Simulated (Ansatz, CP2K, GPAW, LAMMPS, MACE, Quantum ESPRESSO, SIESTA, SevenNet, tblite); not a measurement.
# Which run comes nearest? Amorphous carbon (64 atoms)

Density of this cell: 2.92 g/cm³. The cell holds 64 atoms: 64 C. Cell: a = 7.590 Å, b = 7.590 Å, c = 7.590 Å, α = 90.0°, β = 90.0°, γ = 90.0°. 64 atoms (64 C) placed at random at 2.92 g/cm³, melted at 6000 K for 10 ps at fixed volume with the Tersoff potential (Tersoff, Phys. Rev. B 39, 5566 (1989)). Quenched from 6000 K to 300 K at 100 K/ps and fixed volume, held 5 ps, then minimised at fixed cell.

Geometry: as built.

The reference, a calculation:

| Property | Result |
| --- | --- |
| method | Kohn-Sham DFT, PBE, PAW, plane waves (Ansatz 0.2.0); cutoff 420 eV, Γ point, fermi-dirac smearing of 0.05 eV; PAW set soft_2 |
| r.m.s. force component | 1.256 eV/Å |
| longest force | 5.071 eV/Å |
| pressure | -7.388 GPa |
| SCF cycles | 11 |
| time | 4.1 s on 4 threads of Arm Neoverse V1, shared host |
| CPU time | 14 s |

Runs, in no order:
A. GPAW PBE, LCAO dzp, h 0.2 Å: Kohn-Sham DFT, PBE, PAW, atomic orbitals (dzp)
B. CP2K LDA, DZVP-MOLOPT-SR, 450/50 Ry, diagonalisation: Kohn-Sham DFT, LDA, GTH-PADE pseudopotentials, Gaussian and plane waves, DZVP-MOLOPT-SR-GTH, diagonalisation
C. GPAW PBE, LCAO szp(dzp), h 0.2 Å: Kohn-Sham DFT, PBE, PAW, atomic orbitals (szp(dzp))
D. CP2K PBE, TZV2P-UZH, 450/50 Ry, diagonalisation: Kohn-Sham DFT, PBE, GTH-PBE pseudopotentials, Gaussian and plane waves, TZV2P-MOLOPT (UZH set), diagonalisation
E. CP2K PBE, DZVP-MOLOPT-SR, 450/30 Ry, diagonalisation: Kohn-Sham DFT, PBE, GTH-PBE pseudopotentials, Gaussian and plane waves, DZVP-MOLOPT-SR-GTH, diagonalisation

Q: Order them from the smallest to the largest r.m.s. force difference.

D, E, B, A, C.

```
                                                    run  Δ force, r.m.s. (meV/Å)  share of r.m.s. force (%)  CPU time
     D. CP2K PBE, TZV2P-UZH, 450/50 Ry, diagonalisation                     17.8                       1.41    20 min
E. CP2K PBE, DZVP-MOLOPT-SR, 450/30 Ry, diagonalisation                     27.0                       2.15   3.6 min
B. CP2K LDA, DZVP-MOLOPT-SR, 450/50 Ry, diagonalisation                     52.1                       4.15   4.7 min
                         A. GPAW PBE, LCAO dzp, h 0.2 Å                      120                       9.58   2.4 min
                    C. GPAW PBE, LCAO szp(dzp), h 0.2 Å                      370                       29.4   1.8 min
```

The network of bonds at the start is that of the classical potential that made the cell, and needn't be the one that DFT or experiment would give. The electronic-structure runs sample only Γ, in a cell whose shortest periodic width is 8 Å, which is coarse for a cell with partly filled levels.

[Logs are printed without paths, hosts, clocks, repeated set-up lines and the standing remarks that a program may print on its own settings, such as how far it seeks lower states.]

[Hosts, paths, dates, database ids (printed as entryN), source tags and the programs' standing remarks are cut or masked in the printed files.]
